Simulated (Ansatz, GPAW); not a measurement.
# How Mn3ZnP (model structure) absorbs and reflects light

Aim: the dielectric function of Mn3ZnP (model structure), and the optical constants that follow from it. The cell was made here by substitution or stacking, whether or not such a phase is known. It was built so: All N replaced by P in the Pm-3m structure of Mn3ZnN. The cell is first relaxed with Ansatz.

Method: DFT, PBE, plane-wave PAW (GPAW data sets), scalar-relativistic, RPA, optical limit, in GPAW 26.7.0.

## 1. Starting point

It takes space group Pm-3m (No. 221, cubic). Conventional cell: a = 4.109 Å, b = 4.109 Å, c = 4.109 Å, α = 90.00°, β = 90.00°, γ = 90.00°. Zn has 12 Mn at 2.91 Å nearest. Nearest to Mn lie 2 P at 2.05 Å and 8 Mn at 2.91 Å and 4 Zn at 2.91 Å. Nearest to P lie 6 Mn at 2.05 Å. All N replaced by P in the Pm-3m structure of Mn3ZnN. Farther neighbours are not listed.

## 2. Relaxation

The structure was built or cut out here, so it is relaxed before any spectrum is computed.

This step: DFT, PBE, plane-wave PAW, default files, scalar-relativistic, relaxation (Ansatz 0.2.0).

File input.yaml:

```yaml
crystal:
  lattice:
    - [4.10925377, 0.0, 0.0]
    - [0.0, 4.10925377, 0.0]
    - [0.0, 0.0, 4.10925377]
  atoms:
    - { symbol: Zn, position: [0.0, 0.0, 0.0] }
    - { symbol: Mn, position: [0.5, 0.5, 0.0], spin: 4.0 }
    - { symbol: Mn, position: [0.5, 0.0, 0.5], spin: 4.0 }
    - { symbol: Mn, position: [0.0, 0.5, 0.5], spin: 4.0 }
    - { symbol: P, position: [0.5, 0.5, 0.5] }
magnetization:
  spin_polarized: true
kpoints:
  mp_grid: { grid: [6, 6, 6] }
scf:
  occupations: { method: fermi_dirac, width: 0.05 }
hamiltonian:
  xc: pbe
output:
  forces: true
  stress: true
relax:
  f_tol: 0.02
  max_steps: 50
  cell: {}
```

Command:

```sh
ansatz run input.yaml --threads 1 --pin off --max-ram 4096MiB --backend cpu --events-out ev --progress --plain --runs-dir out
```

Numbers of over 12 decimals in the logs are rounded to 6 here.

Output:

```text
Engine: ansatz 0.2.0, x86_64-unknown-linux-gnu
Pseudopotentials: kind: paw
Pseudopotential: Zn, paw, valence charge 12, recommended cutoff 420 eV (normal), Zn.paw.azcp
Pseudopotential: Mn, paw, valence charge 15, recommended cutoff 420 eV (normal), Mn.paw.azcp
Pseudopotential: P, paw, valence charge 5, recommended cutoff 420 eV (normal), P.paw.azcp
Functional definition: PBE
  parameter kappa = 0.804
  parameter beta = 0.066725
  exchange = pbe_x(kappa = kappa, mu = beta*pi^2/3)
  correlation = pbe_c(beta = beta)
Crystal: 5 atoms, lattice volume = 69.389 Å³
Basis set: ecut = 420 eV, 1357 PW (Γ), exchange–correlation on 60×60×60 points (8 copies of the dense FFT grid, shifted against one another)
Bands: 45, of which v1, the nominal top of the filled ones, is band 31 counted from 1 (30 counted from 0)
Symmetry: 48 space group operations
Space group: Pm-3m (ITA 221), of the structure as read, at distance tolerance 4.1e-5 Å
Magnetic group: BNS 221.92 (UNI 1594), of the structure as read, at distance tolerance 4.1e-5 Å
k-points: 20 of 216
Non-local potential: Zn, projectors of the file, l = 0: 2, l = 1: 2, l = 2: 3, l = 3: 1
Non-local potential: Mn, projectors of the file, l = 0: 3, l = 1: 2, l = 2: 3, l = 3: 1
Non-local potential: P, projectors of the file, l = 0: 2, l = 1: 2, l = 2: 2
PAW form: soft (Blöchl's): semilocal exchange-correlation on the pseudo side does not see the compensation charge
PAW one-centre angular grid: Zn, 590 points (default); XC on 64 Gauss nodes
PAW one-centre angular grid: Mn, 590 points (default); XC on 64 Gauss nodes
PAW one-centre angular grid: P, 110 points (default); XC on 64 Gauss nodes
Initial density: superposition of atomic densities (chi_scale 0.1, normalization cell, long waves kept (reshape's long-wave potential 0.00 eV rms))
Starting moments: Σ|m| = 12 μB on 3 of 5 sites
Initial wavefunctions: pseudopotential atomic-orbital guess
Functional: x = pbe(κ = 0.804, μ = 0.219515), c = pbe(β = 0.066725)
SCF iter   1: F=—  HF=-15766.162116 eV  |F-HF|=—  |Δ(HF+E_count)|=         —  Δρ=4.21e-2 (↑4.21e-2 ↓4.04e-2)  dr2=3.83e0  dr2_m=6.75e-1  M=9.860 μB ∫|m|=10.464 μB  β_m=0.30  ethr=3.10e-3  ⟨swp⟩=7.4  Hψ=7722  notcnv=0  defer=4
Mixer restart at iter 1: flushing history
preconditioner: auto → Kerker (q_TF=auto, 2.678 Å⁻¹)  [metal: Δε(μ)=0.144 eV  Ē_g=8.940 eV  σ=0.050 eV  W_gap=0.49  n_scr=26 (ndim 8)  ℏωp=27.5 eV  f_vac=0.000  D(μ)=1.52/eV (n_scr^D=6)]
spin=Collinear: Kerker preconditioning applied to the charge; magnetization (m = ρ↑ − ρ↓) channel mixes plain (no charge-response kernel on spin).
SCF iter   2: F=—  HF=-15766.726154 eV  |F-HF|=—  |Δ(HF+E_count)|=   5.64e-1  Δρ=3.45e-2 (↑2.60e-2 ↓3.45e-2)  dr2=2.20e0  dr2_m=3.96e-1  M=9.719 μB ∫|m|=10.355 μB  β_m=0.58  ethr=3.10e-3  ⟨swp⟩=2.2  Hψ=2634  notcnv=0  defer=141
SCF iter   3: F=—  HF=-15769.123249 eV  |F-HF|=—  |Δ(HF+E_count)|=    2.40e0  Δρ=2.73e-2 (↑2.21e-2 ↓2.73e-2)  dr2=7.83e-1  dr2_m=3.16e-1  M=8.891 μB ∫|m|=9.673 μB  β_m=0.67  ethr=3.10e-3  ⟨swp⟩=3.2  Hψ=3192  notcnv=0  defer=148
SCF iter   4: F=—  HF=-15769.372650 eV  |F-HF|=—  |Δ(HF+E_count)|=   2.49e-1  Δρ=1.93e-2 (↑1.93e-2 ↓1.46e-2)  dr2=1.12e-1  dr2_m=1.30e-1  M=8.176 μB ∫|m|=8.998 μB  β_m=0.83  ethr=1.26e-3  ⟨swp⟩=3.0  Hψ=3464  notcnv=0  defer=157
SCF iter   5: F=—  HF=-15769.808441 eV  |F-HF|=—  |Δ(HF+E_count)|=         —  Δρ=5.02e-2 (↑5.02e-2 ↓4.63e-2)  dr2=7.68e-2  dr2_m=1.45e0  M=6.393 μB ∫|m|=7.239 μB  β_m=1.00  ethr=1.81e-4  ⟨swp⟩=3.2  Hψ=4024  notcnv=0  defer=163
Mixer restart at iter 5: flushing history
SCF iter   6: F=—  HF=-15769.662615 eV  |F-HF|=—  |Δ(HF+E_count)|=   1.46e-1  Δρ=1.15e-2 (↑1.09e-2 ↓1.15e-2)  dr2=1.34e-1  dr2_m=1.61e-2  M=6.255 μB ∫|m|=7.036 μB  β_m=0.83  ethr=8.06e-5  ⟨swp⟩=4.0  Hψ=4542  notcnv=0  defer=163
SCF iter   7: F=—  HF=-15769.738567 eV  |F-HF|=—  |Δ(HF+E_count)|=   7.60e-2  Δρ=1.39e-2 (↑1.22e-2 ↓1.39e-2)  dr2=2.57e-1  dr2_m=1.69e-3  M=6.251 μB ∫|m|=7.010 μB  β_m=0.53  ethr=8.06e-5  ⟨swp⟩=3.8  Hψ=4483  notcnv=0  defer=158
SCF iter   8: F=—  HF=-15769.563903 eV  |F-HF|=—  |Δ(HF+E_count)|=   1.75e-1  Δρ=2.94e-3 (↑2.84e-3 ↓2.94e-3)  dr2=5.89e-3  dr2_m=3.32e-3  M=6.221 μB ∫|m|=6.981 μB  β_m=0.80  ethr=8.06e-5  ⟨swp⟩=3.0  Hψ=3703  notcnv=0  defer=163
SCF iter   9: F=—  HF=-15769.560497 eV  |F-HF|=—  |Δ(HF+E_count)|=   3.41e-3  Δρ=2.52e-3 (↑2.52e-3 ↓1.01e-3)  dr2=3.23e-3  dr2_m=1.19e-3  M=6.192 μB ∫|m|=6.935 μB  β_m=0.63  ethr=9.49e-6  ⟨swp⟩=2.4  Hψ=3405  notcnv=0  defer=163
SCF iter  10: F=—  HF=-15769.559601 eV  |F-HF|=—  |Δ(HF+E_count)|=   8.97e-4  Δρ=4.58e-4 (↑3.26e-4 ↓4.58e-4)  dr2=2.28e-4  dr2_m=7.77e-6  M=6.183 μB ∫|m|=6.927 μB  β_m=0.54  ethr=5.21e-6  ⟨swp⟩=2.9  Hψ=3219  notcnv=0  defer=163
SCF iter  11: F=—  HF=-15769.559562 eV  |F-HF|=—  |Δ(HF+E_count)|=   3.91e-5  Δρ=2.47e-4 (↑2.01e-4 ↓2.47e-4)  dr2=7.89e-5  dr2_m=6.26e-6  M=6.185 μB ∫|m|=6.929 μB  β_m=0.77  ethr=3.67e-7  ⟨swp⟩=2.0  Hψ=2148  notcnv=0  defer=163
SCF iter  12: F=—  HF=-15769.559482 eV  |F-HF|=—  |Δ(HF+E_count)|=   7.96e-5  Δρ=4.02e-5 (↑2.15e-5 ↓4.02e-5)  dr2=1.91e-6  dr2_m=1.89e-7  M=6.186 μB ∫|m|=6.930 μB  β_m=0.88  ethr=1.27e-7  ⟨swp⟩=2.0  Hψ=2262  notcnv=0  defer=163
SCF iter  13: F=—  HF=-15769.559483 eV  |F-HF|=—  |Δ(HF+E_count)|=   1.51e-6  Δρ=1.11e-5 (↑1.11e-5 ↓9.56e-6)  dr2=2.00e-7  dr2_m=1.12e-8  M=6.186 μB ∫|m|=6.932 μB  β_m=0.94  ethr=3.08e-9  ⟨swp⟩=2.0  Hψ=2591  notcnv=0  defer=163
SCF iter  14: F=—  HF=-15769.559483 eV  |F-HF|=—  |Δ(HF+E_count)|=   2.01e-8  Δρ=2.80e-6 (↑2.20e-6 ↓2.80e-6)  dr2=1.24e-8  dr2_m=1.64e-10  M=6.186 μB ∫|m|=6.931 μB  β_m=0.97  ethr=3.23e-10  ⟨swp⟩=2.0  Hψ=2533  notcnv=0  defer=163
SCF iter  15: F=-15769.559483 eV  HF=-15769.559483 eV  |F-HF|=1.17e-8  |Δ(HF+E_count)|=   6.16e-9  Δρ=2.93e-6 (↑2.93e-6 ↓1.94e-6)  dr2=1.34e-8  dr2_m=1.75e-10  M=6.186 μB ∫|m|=6.931 μB  ethr=2.00e-11  ⟨swp⟩=2.2  Hψ=5753  notcnv=0
SCF 1 converged in 15 iterations: F = -15769.559483 eV  dr2 = 1.34e-8
  greatest PAW one-centre occupation: 1.001 electrons in one spin orbital (limit 2), on the Mn atom at site 2 (counted from 0), in its partial waves of l = 1
relax step   1: F+E_penalty+E_count = -15769.55948336 eV  Δ(F+E_penalty+E_count) = +0.000e0 eV  max|allowed force component| = 7.373e-29 eV/Å  Δτ_max = 0.0000 Å  P = +10.654 GPa  Ω = 69.389 Å³  (15 SCF iters, dr2 threshold 1.00e-7 eV, accepted)
Crystal: 5 atoms, lattice volume = 73.858 Å³
Basis set: ecut = 420 eV, 1419 PW (Γ), exchange–correlation on 60×60×60 points (8 copies of the dense FFT grid, shifted against one another)
Initial density: handed on by an earlier stage of this run
[...]
SCF 3 converged in 11 iterations: F = -15769.921460 eV  dr2 = 4.87e-9
  greatest PAW one-centre occupation: 1.002 electrons in one spin orbital (limit 2), on the Mn atom at site 3 (counted from 0), in its partial waves of l = 1
relax step   3: F+E_penalty+E_count = -15769.92146030 eV  Δ(F+E_penalty+E_count) = -1.113e-1 eV  max|allowed force component| = 2.209e-29 eV/Å  Δτ_max = 0.0000 Å  P = -3.009 GPa  Ω = 84.950 Å³  energy of the carried Pulay correction = -5.592e-3 eV  (11 SCF iters, dr2 threshold 5.00e-7 eV, accepted)
[...]
relax step   4: F+E_penalty+E_count = -15769.95599731 eV  Δ(F+E_penalty+E_count) = -3.454e-2 eV  max|allowed force component| = 1.701e-28 eV/Å  Δτ_max = 0.0000 Å  P = -0.543 GPa  Ω = 81.730 Å³  energy of the carried Pulay correction = -4.529e-3 eV  (10 SCF iters, dr2 threshold 5.00e-7 eV, accepted)
[...]
relax step   5: F+E_penalty+E_count = -15769.95761135 eV  Δ(F+E_penalty+E_count) = -1.614e-3 eV  max|allowed force component| = 1.023e-29 eV/Å  Δτ_max = 0.0000 Å  P = -0.243 GPa  Ω = 81.149 Å³  energy of the carried Pulay correction = -4.332e-3 eV  (8 SCF iters, dr2 threshold 5.00e-7 eV, accepted)
[...]
relax step   6: F+E_penalty+E_count = -15769.95811963 eV  Δ(F+E_penalty+E_count) = -5.083e-4 eV  max|allowed force component| = 4.762e-29 eV/Å  Δτ_max = 0.0000 Å  P = +0.002 GPa  Ω = 80.685 Å³  energy of the carried Pulay correction = -4.174e-3 eV  (9 SCF iters, dr2 threshold 1.47e-7 eV, accepted)
[...]
relax step   7: F+E_penalty+E_count = -15769.96506940 eV  Δ(F+E_penalty+E_count) = -6.950e-3 eV  max|allowed force component| = 1.888e-29 eV/Å  Δτ_max = 0.0000 Å  P = +0.131 GPa  Ω = 80.685 Å³  stress off target by 1.31e-1 GPa  SCF on the basis re-selected at this cell (its energy is not comparable with the rows above)  (11 SCF iters)
[...]
relax step   8: F+E_penalty+E_count = -15769.96509102 eV  Δ(F+E_penalty+E_count) = -2.162e-5 eV  max|allowed force component| = 1.281e-28 eV/Å  Δτ_max = 0.0000 Å  P = +0.011 GPa  Ω = 80.922 Å³  energy of the carried Pulay correction = -8.275e-5 eV  (8 SCF iters, dr2 threshold 4.27e-8 eV, accepted)
iter 1 solved again at ethr=1.49e-7 eV; its pass at ethr=3.10e-3 eV (dr2=9.23e-5 eV) is discarded
SCF iter   1: F=—  HF=-15769.965166 eV  |F-HF|=—  |Δ(HF+E_count)|=         —  Δρ=3.83e-6 (↑2.64e-6 ↓3.83e-6)  dr2=1.65e-8  dr2_m=1.43e-9  M=9.132 μB ∫|m|=9.999 μB  β_m=0.65  ethr=1.49e-7  ⟨swp⟩=4.1  Hψ=13422  notcnv=0
eigensolver tolerance schedule: the retry pair's looser diagonalisation over-reported the residual by 5593.04 of it (diagonalisation noise at 0.37 of the residual, at the tolerance the schedule requests for it); recorded, not acted on — ethr = c·dr2/N_el stays at c = 1.0e-1
preconditioner: auto → Kerker (q_TF=auto, 2.129 Å⁻¹)  [metal: Δε(μ)=0.032 eV  Ē_g=8.235 eV  σ=0.050 eV  W_gap=0.16  n_scr=18 (ndim 8)  ℏωp=25.4 eV  f_vac=0.000  D(μ)=5.12/eV (n_scr^D=56)]
spin=Collinear: Kerker preconditioning applied to the charge; magnetization (m = ρ↑ − ρ↓) channel mixes plain (no charge-response kernel on spin).
SCF iter   2: F=—  HF=-15769.965169 eV  |F-HF|=—  |Δ(HF+E_count)|=   2.97e-6  Δρ=3.24e-6 (↑3.24e-6 ↓3.09e-6)  dr2=1.11e-8  dr2_m=1.94e-9  M=9.132 μB ∫|m|=9.999 μB  β_m=0.47  ethr=2.66e-11  ⟨swp⟩=3.4  Hψ=3961  notcnv=0
SCF iter   3: F=—  HF=-15769.965169 eV  |F-HF|=—  |Δ(HF+E_count)|=   2.84e-9  Δρ=1.14e-6 (↑5.93e-7 ↓1.14e-6)  dr2=8.05e-10  dr2_m=2.02e-10  M=9.132 μB ∫|m|=9.999 μB  β_m=0.53  ethr=1.79e-11  ⟨swp⟩=2.1  Hψ=2449  notcnv=0
SCF iter   4: F=—  HF=-15769.965169 eV  |F-HF|=—  |Δ(HF+E_count)|=  5.09e-11  Δρ=4.77e-7 (↑3.20e-7 ↓4.77e-7)  dr2=2.39e-10  dr2_m=1.84e-11  M=9.132 μB ∫|m|=9.999 μB  β_m=0.55  ethr=1.30e-12  ⟨swp⟩=2.1  Hψ=2537  notcnv=0
SCF iter   5: F=—  HF=-15769.965169 eV  |F-HF|=—  |Δ(HF+E_count)|=  1.27e-10  Δρ=1.54e-7 (↑1.54e-7 ↓1.43e-7)  dr2=4.60e-11  dr2_m=3.26e-12  M=9.132 μB ∫|m|=9.999 μB  β_m=0.65  ethr=1.00e-12  ⟨swp⟩=1.2  Hψ=1812  notcnv=0
SCF iter   6: F=—  HF=-15769.965169 eV  |F-HF|=—  |Δ(HF+E_count)|=  9.09e-11  Δρ=1.39e-7 (↑6.02e-8 ↓1.39e-7)  dr2=2.64e-11  dr2_m=5.01e-12  M=9.132 μB ∫|m|=9.999 μB  β_m=0.83  ethr=1.00e-12  ⟨swp⟩=1.0  Hψ=1800  notcnv=0
SCF iter   7: F=—  HF=-15769.965169 eV  |F-HF|=—  |Δ(HF+E_count)|=  5.09e-11  Δρ=1.34e-7 (↑1.34e-7 ↓9.03e-8)  dr2=6.99e-12  dr2_m=8.29e-12  M=9.132 μB ∫|m|=9.999 μB  β_m=0.91  ethr=1.00e-12  ⟨swp⟩=1.0  Hψ=1801  notcnv=0
SCF iter   8: F=-15769.965169 eV  HF=-15769.965169 eV  |F-HF|=0.00e0  |Δ(HF+E_count)|=  9.09e-12  Δρ=3.77e-8 (↑3.65e-8 ↓3.77e-8)  dr2=1.70e-12  dr2_m=7.96e-13  M=9.132 μB ∫|m|=9.999 μB  ethr=1.00e-12  ⟨swp⟩=3.0  Hψ=5505  notcnv=0
SCF 9 converged in 8 iterations: F = -15769.965169 eV  dr2 = 1.70e-12
relax step   9: F+E_penalty+E_count = -15769.96516880 eV  Δ(F+E_penalty+E_count) = -7.778e-5 eV  max|allowed force component| = 1.653e-28 eV/Å  Δτ_max = 0.0000 Å  P = +0.010 GPa  Ω = 80.922 Å³  stress off target by 1.02e-2 GPa  SCF on the basis re-selected at this cell (its energy is not comparable with the rows above)  (8 SCF iters)
basis re-selected at this cell: Δ(F+E_penalty+E_count) = -7.778e-5 eV, ΔP = -0.001 GPa vs the last step (what re-selecting the basis moved, of the pressure what is left beyond the Pulay correction that the steps carried, after the strain that the cell walked since its last selection, with what the two solves' SCF thresholds leave and, on support functions, any second-order correction that the steps lacked; it is no m [...]
SCF converged after 8 iterations
Magnetization: 9.1320 μB (35.5660 up, 26.4340 down)
Absolute magnetization: 9.9944 μB (∫|ρ↑−ρ↓|, with the PAW one-centre terms)
Spin contamination: 0.2607 ħ² per cell (⟨S²⟩ above its minimum at these occupations)
Per-site moments (μB) at R_I (Å): [(-0.161782, 1.261629), (2.841184, 0.892107), (2.841184, 0.892107), (2.841184, 0.892107), (-0.085050, 0.892107)]
Free energy (F): -15769.965169 eV
Harris-Foulkes:  -15769.965169 eV  (|F-HF|=0.00e0)
Internal energy: -15769.925261 eV  (E = F + TS)
E sigma→0 (E₀):  -15769.945215 eV
Entropy (-TS):   -0.039908 eV (-7.982 meV/atom)
Fermi energy:    11.525702 eV
--- Per-component energies (eV) ---
  E_band       = -785.209998
  E_kinetic    = 1118.573434
  E_local      = -8283.881779  (includes V_loc(G=0)·N_el)
  E_nonlocal   = 1386.973719
  E_hartree    = 3428.526175
  E_xc         = -537.317276
  E_vxc        = -545.856004  (∫ρ·V_xc dr)
  E_paw        = -6308.446536  (= ΣΔE_a)
  E_vpaw       = -1318.071399  (= ΣTr[D̂ρ^β])
  E_aug_tail   = -0.000374  (compensation charges beyond the density's cutoff)
  E_ewald      = -6574.352623
  E_smearing   = -0.039908  (= −TS)
  E_closure    = -0.000000  (closes the sum)
  Σ components = -15769.965169   (vs F -15769.965169, Δ=0.00e0)
--- Forces (eV/Å), atoms counted from 1 ---
  atom   1  Zn     0.00000000    -0.00000000     0.00000000
  atom   2  Mn     0.00000000    -0.00000000    -0.00000000
  atom   3  Mn    -0.00000000     0.00000000     0.00000000
  atom   4  Mn    -0.00000000    -0.00000000     0.00000000
  atom   5  P     -0.00000000     0.00000000    -0.00000000
  max |Σ_I F_I| component: 1.09e-28 eV/Å
--- Stress (GPa, compression-positive) ---
        0.010243       0.000000      -0.000000
        0.000000       0.010243       0.000000
       -0.000000       0.000000       0.010243
  P = ⅓ Tr σ = 0.0102 GPa (0.102 kbar)
--- Relaxed structure (7 steps of the walk, 7 accepted, 2 SCFs on fresh bases) ---
  F+E_penalty+E_count = -15769.96516880 eV   max|allowed force component| = 1.653e-28 eV/Å   (the final SCF, on the basis selected at the relaxed cell)
  cell:  # Å, volume = 80.9224 Å³
    - [4.325366, 0, 0]
    - [0, 4.325366, 0]
    - [0, 0, 4.325366]
  atoms:
    - { symbol: Zn, position: [0, 0, 0] }
    - { symbol: Mn, position: [0.500000, 0.500000, 0] }
    - { symbol: Mn, position: [0.500000, 0, 0.5] }
    - { symbol: Mn, position: [0, 0.500000, 0.5] }
    - { symbol: P, position: [0.500000, 0.500000, 0.5] }
```

Run time: 57 s. Hardware: 1 thread of Intel Xeon 6975P-C (Granite Rapids), shared host; peak memory 0.52 GiB.

The steps of the relaxation:

```
step  energy less that of the first step (eV)  largest force component (eV/Å)  pressure (GPa)  volume (Å³)
   1                                   0.0000                          0.0000           10.65        69.39
   2                                  -0.2506                          0.0000            8.46        73.86
   3                                  -0.3620                          0.0000           -3.01        84.95
   4                                  -0.3965                          0.0000           -0.54        81.73
   5                                  -0.3981                          0.0000           -0.24        81.15
   6                                  -0.3986                          0.0000            0.00        80.68
  7*                                  -0.4056                          0.0000            0.13        80.68
   8                                  -0.4056                          0.0000            0.01        80.92
  9*                                  -0.4057                          0.0000            0.01        80.92
```

Relaxation steps marked * repeat the geometry before them on a plane-wave basis chosen anew for their cell, so energy and pressure can jump there.

Forces are held to the 48 operations that the run works with; a distortion that breaks them can't arise in this run.

```
conventional cell, symmetrised  before  after   change
                         a (Å)   4.109  4.325   +5.3 %
                         b (Å)   4.109  4.325   +5.3 %
                         c (Å)   4.109  4.325   +5.3 %
              volume (Å³/atom)   13.88  16.18  +16.6 %
```

The relaxed structure:

```xyz
5
Lattice="4.3254 0.0000 0.0000 0.0000 4.3254 0.0000 0.0000 0.0000 4.3254" Properties=species:S:1:pos:R:3 pbc="T T T"
Zn    0.0000    0.0000    0.0000
Mn    2.1627    2.1627    0.0000
Mn    2.1627    0.0000    2.1627
Mn    0.0000    2.1627    2.1627
P     2.1627    2.1627    2.1627
```

The relaxation ends with a pressure of 0.01 GPa.

[end of part 1 of 3]

[Machine, clock and banner lines and Python warnings are left out of the logs.]

[Logs are printed without paths, hosts, clocks, repeated set-up lines and the standing remarks that a program may print on its own settings, such as how far it seeks lower states.]

[Hosts, paths, dates, database ids (printed as entryN), source tags and the programs' standing remarks are cut or masked in the printed files.]
